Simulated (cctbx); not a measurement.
**A crystallographic session in cctbx: Lu3Ni4**

Library: cctbx 2025.11. The data are simulated by the first script.

## 1. Simulate the data

run.py:

```python
from cctbx import adptbx, crystal, miller, sgtbx, xray
from cctbx.array_family import flex
from iotbx.shelx import hklf
from scitbx import matrix
import scitbx.random

cs = crystal.symmetry(unit_cell=(12.351, 12.351, 5.176, 90, 90, 120), space_group_symbol='Hall: -R 3')  # R-3
atoms = [  # label, site, U (iso, or U11 U22 U33 U12 U13 U23 in A^2), occupancy
    ("Lu1", (0.83907, 0.79133, 0.75553), (0.0163, 0.0190, 0.0198, 0.0079, -0.0009, -0.0002), 1),
    ("Ni1", (0.05433, 0.78147, 0.72057), (0.0207, 0.0173, 0.0247, 0.0099, -0.0064, -0.0035), 1),
    ("Ni2", (0, 0, 0.5), (0.0369, 0.0369, 0.0330, 0.0184, 0.0000, 0.0000), 1),
    ("Ni3", (0, 0, 0), (0.0260, 0.0260, 0.0223, 0.0130, 0.0000, -0.0000), 1),
]
xs = xray.structure(crystal_symmetry=cs)
for label, site, u, occ in atoms:
    u = adptbx.u_cif_as_u_star(cs.unit_cell(), u) if isinstance(u, tuple) else u
    xs.add_scatterer(xray.scatterer(label, site=site, u=u, occupancy=occ))
xs.set_inelastic_form_factors(1.54184, "sasaki")
xs.show_summary()
p1 = xs.expand_to_p1()
ms = miller.build_set(p1, anomalous_flag=True, d_min=0.83)
flex.set_random_seed(166407)
scitbx.random.set_random_seed(166407)
ms = ms.select(flex.random_double(ms.size()) < 0.8)
i = ms.structure_factors_from_scatterers(p1, algorithm="direct").f_calc().as_intensity_array().data()
i = i * 5000 / flex.max(i)
sig = flex.sqrt(i + flex.pow2(0.015 * i) + 15 ** 2)
noise = scitbx.random.variate(scitbx.random.normal_distribution())(i.size())
data = ms.array(data=i + sig * noise, sigmas=sig).set_observation_type_xray_intensity()
with open("data.hkl", "w") as f:
    data.export_as_shelx_hklf(f)
print("reflections written:", data.size(), " <I/sigma> = %.1f" % flex.mean(data.data() / data.sigmas()))
for h, a, b in list(data.sort("data"))[:12]:
    print("%4d%4d%4d %9.1f %7.1f" % (h + (a, b)))
```

```console
$ python run.py
```

```text
Number of scatterers: 4
At special positions: 2
Unit cell: (12.351, 12.351, 5.176, 90, 90, 120)
Space group: R -3 :H (No. 148)
reflections written: 4059  <I/sigma> = 2.8
  -5   4   0    5088.9   104.2
   4   1   0    4989.9   104.2
  -1   5   0    4939.8   104.2
  -4  -1   0    4846.8   104.2
  -1  -2  -2    2743.6    67.4
  -2   3  -2    2699.2    67.4
   1   2   2    2695.7    67.4
  -3   1   2    2684.3    67.4
  -3   4  -1    2506.7    63.9
  -4   1   1    2481.1    63.9
   4  -1  -1    2448.5    63.9
   1   3   1    2432.7    63.9
```

Run time: 0.43 s on 1 thread of Arm Neoverse N1, on a shared host, peak memory 0.07 GiB.

## 2. Refinement (right model, isotropic)

run.py:

```python
import math
from cctbx import adptbx, crystal, maptbx, sgtbx, xray
from cctbx.array_family import flex
from cctbx.xray import observations
from iotbx.shelx import hklf
from scitbx.lstbx import normal_eqns_solving
from smtbx import absolute_structure, utils
from smtbx.refinement import constraints, least_squares

cs = crystal.symmetry(unit_cell=(12.351, 12.351, 5.176, 90, 90, 120), space_group_symbol='Hall: -R 3')  # R-3
atoms = [  # label, site, U (iso, or U11 U22 U33 U12 U13 U23 in A^2), occupancy
    ("Lu1", (0.8387, 0.7895, 0.7423), 0.0200, 1),
    ("Ni1", (0.0515, 0.7753, 0.7255), 0.0200, 1),
    ("Ni2", (0, 0, 0.5), 0.0200, 1),
    ("Ni3", (0, 0, 0), 0.0200, 1),
]
xs = xray.structure(crystal_symmetry=cs)
for label, site, u, occ in atoms:
    u = adptbx.u_cif_as_u_star(cs.unit_cell(), u) if isinstance(u, tuple) else u
    xs.add_scatterer(xray.scatterer(label, site=site, u=u, occupancy=occ))
xs.set_inelastic_form_factors(1.54184, "sasaki")
raw = hklf.reader(file_name="data.hkl").as_miller_arrays(crystal_symmetry=cs, anomalous=True)[0]
merged = raw.eliminate_sys_absent().merge_equivalents()
fo2 = merged.array().set_observation_type_xray_intensity()
print("Rint %.3f, %d unique reflections to %.2f A" % (merged.r_int(), fo2.size(), fo2.d_min()))
for sc in xs.scatterers():
    sc.flags.set_grad_site(True)
    sc.flags.set_grad_u_aniso(sc.flags.use_u_aniso())
    sc.flags.set_grad_u_iso(sc.flags.use_u_iso())
obs = fo2.as_xray_observations()
extra = {}
rep = constraints.reparametrisation(xs, [], utils.connectivity_table(xs), **extra)
ls = least_squares.crystallographic_ls(obs, rep, weighting_scheme=least_squares.mainstream_shelx_weighting(a=0, b=0))
print("cycle     R1     wR2    GooF  max shift (A)")
for cycle in range(8):
    ls.build_up()
    r1, wr2, goof = ls.r1_factor(cutoff_factor=2)[0], ls.wR2(), ls.goof()
    old = xs.sites_cart()
    normal_eqns_solving.levenberg_marquardt_iterations(ls, n_max_iterations=3, tau=1e-06, step_threshold=1e-7)
    big = flex.max((xs.sites_cart() - old).norms())
    print("%4d %7.4f %7.4f %7.3f %9.5f" % (cycle + 1, r1, wr2, goof, big))
    ls.build_up(objective_only=True)
    if abs(ls.wR2() - wr2) < 5e-5 and big < 5e-4:
        break
ls.build_up()
print("final R1 %.4f wR2 %.4f GooF %.3f  parameters %d  data/parameter %.1f" % (ls.r1_factor(cutoff_factor=2)[0], ls.wR2(), ls.goof(), ls.n_parameters, fo2.size() / ls.n_parameters))
cov = ls.covariance_matrix_and_annotations()
su = dict(zip(cov.annotations, (math.sqrt(max(v, 0)) for v in cov.matrix.matrix_packed_u_diagonal())))
a2 = cs.unit_cell().reciprocal_parameters()[0] ** -2
print("atom        x        y        z      Ueq    occ   su(xyz)  su(Uiso or U11)")
for sc in xs.scatterers():
    s = max(su.get(sc.label + k, 0) for k in (".x", ".y", ".z"))
    npd = "" if sc.is_positive_definite_u(cs.unit_cell()) else "  NPD"
    print("%-5s %8.5f %8.5f %8.5f %8.4f %6.3f %8.5f %7.4f%s" % ((sc.label,) + sc.site + (sc.u_iso_or_equiv(cs.unit_cell()), sc.occupancy, s, su.get(sc.label + ".uiso", su.get(sc.label + ".u11", 0) * a2), npd)))
fo = fo2.f_sq_as_f()
fc = fo.structure_factors_from_scatterers(xs, algorithm="direct").f_calc()
diff = fo.f_obs_minus_f_calc(1 / math.sqrt(ls.scale_factor()), fc).average_bijvoet_mates()
m = diff.fft_map(symmetry_flags=maptbx.use_space_group_symmetry, resolution_factor=0.25).apply_volume_scaling()
print("difference map: max %.2f min %.2f rms %.2f" % (m.statistics().max(), m.statistics().min(), m.statistics().sigma()))
peaks = m.peak_search(parameters=maptbx.peak_search_parameters(min_distance_sym_equiv=0.6, max_clusters=6)).all()
near = xs.closest_distances(peaks.sites(), distance_cutoff=4)
sps = cs.special_position_settings(min_distance_sym_equiv=0.5)
for k, (x, h) in enumerate(zip(peaks.sites(), peaks.heights())):
    ss = sps.site_symmetry(x)
    print("Q%-3d %7.4f %7.4f %7.4f %4d %7.2f  %.2f A from %s" % ((k + 1,) + tuple(t % 1 for t in ss.exact_site()) + (ss.multiplicity(), h, near.smallest_distances[k], xs.scatterers()[near.i_seqs[k]].label)))
```

```console
$ python run.py
```

```text
Rint 0.059, 278 unique reflections to 0.83 A
cycle     R1     wR2    GooF  max shift (A)
   1  0.1700  0.2986   7.527   0.07224
   2  0.0298  0.0474   1.194   0.00007
final R1 0.0298 wR2 0.0474 GooF 1.194  parameters 10  data/parameter 27.8
atom        x        y        z      Ueq    occ   su(xyz)  su(Uiso or U11)
Lu1    0.83900  0.79135  0.75564   0.0187  1.000  0.00015  0.0002
Ni1    0.05437  0.78151  0.72090   0.0195  1.000  0.00047  0.0006
Ni2    0.00000  0.00000  0.50000   0.0346  1.000  0.00000  0.0017
Ni3    0.00000  0.00000  0.00000   0.0254  1.000  0.00000  0.0015
difference map: max 2.34 min -2.66 rms 0.67
Q1    0.0544  0.5892  0.2688   18    2.45  0.67 A from Ni1
Q2    0.9861  0.1720  0.8659   18    2.29  0.68 A from Lu1
Q3    0.0249  0.7377  0.2365   18    2.17  1.14 A from Lu1
Q4    0.0213  0.8764  0.5072   18    2.09  1.52 A from Lu1
Q5    0.0015  0.0543  0.6667   18    2.09  1.09 A from Ni2
Q6    0.0273  0.7671  0.7977   18    1.93  0.49 A from Ni1
```

Time: 0.59 s.

## 3. Refinement (right model, anisotropic)

run.py, as its changes from the last script of this kind:

```diff
@@ -12,4 +12,4 @@
-    ("Lu1", (0.8387, 0.7895, 0.7423), 0.0200, 1),
-    ("Ni1", (0.0515, 0.7753, 0.7255), 0.0200, 1),
-    ("Ni2", (0, 0, 0.5), 0.0200, 1),
-    ("Ni3", (0, 0, 0), 0.0200, 1),
+    ("Lu1", (0.839, 0.79135, 0.75564), 0.0187, 1),
+    ("Ni1", (0.05437, 0.78151, 0.7209), 0.0195, 1),
+    ("Ni2", (0, 0, 0.5), 0.0346, 1),
+    ("Ni3", (0, 0, 0), 0.0254, 1),
@@ -21,0 +22 @@
+xs.convert_to_anisotropic()
```

```console
$ python run.py
```

```text
Rint 0.059, 278 unique reflections to 0.83 A
cycle     R1     wR2    GooF  max shift (A)
   1  0.0298  0.0474   1.222   0.00158
   2  0.0238  0.0350   0.904   0.00000
final R1 0.0238 wR2 0.0350 GooF 0.904  parameters 22  data/parameter 12.6
atom        x        y        z      Ueq    occ   su(xyz)  su(Uiso or U11)
Lu1    0.83900  0.79130  0.75554   0.0187  1.000  0.00012  0.0003
Ni1    0.05424  0.78142  0.72076   0.0205  1.000  0.00038  0.0010
Ni2    0.00000  0.00000  0.50000   0.0348  1.000  0.00000  0.0020
Ni3    0.00000  0.00000  0.00000   0.0262  1.000  0.00000  0.0017
difference map: max 1.92 min -2.27 rms 0.62
Q1    0.0002  0.0508  0.6634   18    1.92  1.05 A from Ni2
Q2    0.0162  0.3149  0.1867   18    1.83  1.17 A from Ni1
Q3    0.0187  0.8746  0.5343   18    1.80  1.65 A from Lu1
Q4    0.0945  0.2152  0.4547   18    1.78  1.39 A from Lu1
Q5    0.0191  0.7546  0.2556   18    1.75  0.92 A from Lu1
Q6    0.0388  0.5510  0.0282   18    1.74  1.14 A from Lu1
```

Time: 0.56 s.

## 4. Refinement

run.py, as its changes from the last script of this kind:

```diff
@@ -15,0 +16 @@
+    ("Ni4", (0.855, 0.484, 0.922), 0.0300, 1),
@@ -22 +22,0 @@
-xs.convert_to_anisotropic()
@@ -36 +36 @@
-for cycle in range(8):
+for cycle in range(12):
```

```console
$ python run.py
```

```text
Rint 0.059, 278 unique reflections to 0.83 A
cycle     R1     wR2    GooF  max shift (A)
   1  0.2099  0.4011  10.186   0.11512
   2  0.0444  0.0975   2.475   0.31135
   3  0.0313  0.0525   1.334   0.77421
   4  0.0307  0.0489   1.241   0.12054
   5  0.0306  0.0487   1.237   0.00319
   6  0.0313  0.0503   1.277   0.00488
   7  0.0306  0.0487   1.237   0.00223
   8  0.0313  0.0503   1.277   0.00280
   9  0.0306  0.0487   1.237   0.00251
  10  0.0313  0.0503   1.277   0.00258
  11  0.0306  0.0487   1.237   0.00254
  12  0.0313  0.0503   1.277   0.00255
final R1 0.0306 wR2 0.0487 GooF 1.237  parameters 14  data/parameter 19.9
atom        x        y        z      Ueq    occ   su(xyz)  su(Uiso or U11)
Lu1    0.83901  0.79134  0.75565   0.0187  1.000  0.00015  0.0002
Ni1    0.05432  0.78142  0.72105   0.0195  1.000  0.00049  0.0006
Ni2    0.00000  0.00000  0.50000   0.0349  1.000  0.00000  0.0017
Ni3    0.00000  0.00000  0.00000   0.0255  1.000  0.00000  0.0015
Ni4    0.93010  0.52272  0.76638   1.0000  1.000  0.01517  0.0696
difference map: max 2.51 min -2.40 rms 0.69
Q1    0.0016  0.0536  0.6681   18    2.53  1.09 A from Ni2
Q2    0.9863  0.1715  0.8682   18    2.50  0.69 A from Lu1
Q3    0.0000  0.0000  0.5000    3    2.38  0.00 A from Ni2
Q4    0.0530  0.5906  0.2711   18    2.30  0.65 A from Ni1
Q5    0.0511  0.1178  0.1641   18    2.12  1.32 A from Lu1
Q6    0.0413  0.1269  0.9785   18    2.03  1.39 A from Ni3
```

Time: 1 s.

This run holds a fault made on purpose: spurious atom: Ni4.

## 5. Refinement

run.py, as its changes from the last script of this kind:

```diff
@@ -14,3 +14 @@
-    ("Ni2", (0, 0, 0.5), 0.0346, 1),
-    ("Ni3", (0, 0, 0), 0.0254, 1),
-    ("Ni4", (0.855, 0.484, 0.922), 0.0300, 1),
+    ("Ni2", (0, 0, 0), 0.0254, 1),
@@ -22,0 +21 @@
+xs.convert_to_anisotropic()
```

```console
$ python run.py
```

```text
Rint 0.059, 278 unique reflections to 0.83 A
cycle     R1     wR2    GooF  max shift (A)
   1  0.1053  0.1842   4.733   0.00957
   2  0.1040  0.1795   4.612   0.00001
final R1 0.1040 wR2 0.1795 GooF 4.612  parameters 20  data/parameter 13.9
atom        x        y        z      Ueq    occ   su(xyz)  su(Uiso or U11)
Lu1    0.83905  0.79132  0.75473   0.0179  1.000  0.00057  0.0016
Ni1    0.05401  0.78171  0.72232   0.0180  1.000  0.00181  0.0048
Ni2    0.00000  0.00000  0.00000   0.0215  1.000  0.00000  0.0087
difference map: max 47.37 min -2.54 rms 1.60
Q1    0.0000  0.0000  0.5000    3   49.23  2.59 A from Ni2
Q2    0.0000  0.0000  0.1082    6    4.06  0.56 A from Ni2
Q3    0.0525  0.8455  0.1732   18    2.78  0.38 A from Lu1
Q4    0.0343  0.1099  0.1877   18    2.68  1.45 A from Lu1
Q5    0.1059  0.5535  0.8922   18    2.46  0.73 A from Lu1
Q6    0.0607  0.5455  0.2555   18    2.44  1.08 A from Ni1
```

Time: 0.55 s.

This run holds a fault made on purpose: atom left out: Ni2.

## 6. Refinement

run.py, as its changes from the last script of this kind:

```diff
@@ -14 +14,2 @@
-    ("Ni2", (0, 0, 0), 0.0254, 1),
+    ("Ni2", (0, 0, 0.5), 0.0346, 1),
+    ("Ga1", (0, 0, 0), 0.0254, 1),
```

```console
$ python run.py
```

```text
Rint 0.059, 278 unique reflections to 0.83 A
cycle     R1     wR2    GooF  max shift (A)
   1  0.0453  0.0736   1.899   0.00158
   2  0.0257  0.0389   1.004   0.00001
final R1 0.0257 wR2 0.0389 GooF 1.004  parameters 22  data/parameter 12.6
atom        x        y        z      Ueq    occ   su(xyz)  su(Uiso or U11)
Lu1    0.83901  0.79128  0.75554   0.0185  1.000  0.00013  0.0003
Ni1    0.05436  0.78147  0.72061   0.0204  1.000  0.00042  0.0011
Ni2    0.00000  0.00000  0.50000   0.0349  1.000  0.00000  0.0022
Ga1    0.00000  0.00000  0.00000   0.0500  1.000  0.00000  0.0020
difference map: max 2.28 min -2.95 rms 0.65
Q1    0.0000  0.0000  0.0000    3    2.28  0.00 A from Ga1
Q2    0.9998  0.0521  0.6611   18    1.97  1.05 A from Ni2
Q3    0.0192  0.8752  0.5330   18    1.85  1.65 A from Lu1
Q4    0.0172  0.3142  0.1848   18    1.83  1.17 A from Ni1
Q5    0.0952  0.2159  0.4552   18    1.80  1.39 A from Lu1
Q6    0.0392  0.5525  0.0278   18    1.78  1.13 A from Lu1
```

It took 0.56 s on 1 thread of Arm Neoverse N1 (shared host), peak memory 0.09 GiB.

This run holds a fault made on purpose: wrong element: Ga1 is Ni.

[Logs are printed without paths, hosts, clocks, repeated set-up lines and the standing remarks that a program may print on its own settings, such as how far it seeks lower states.]
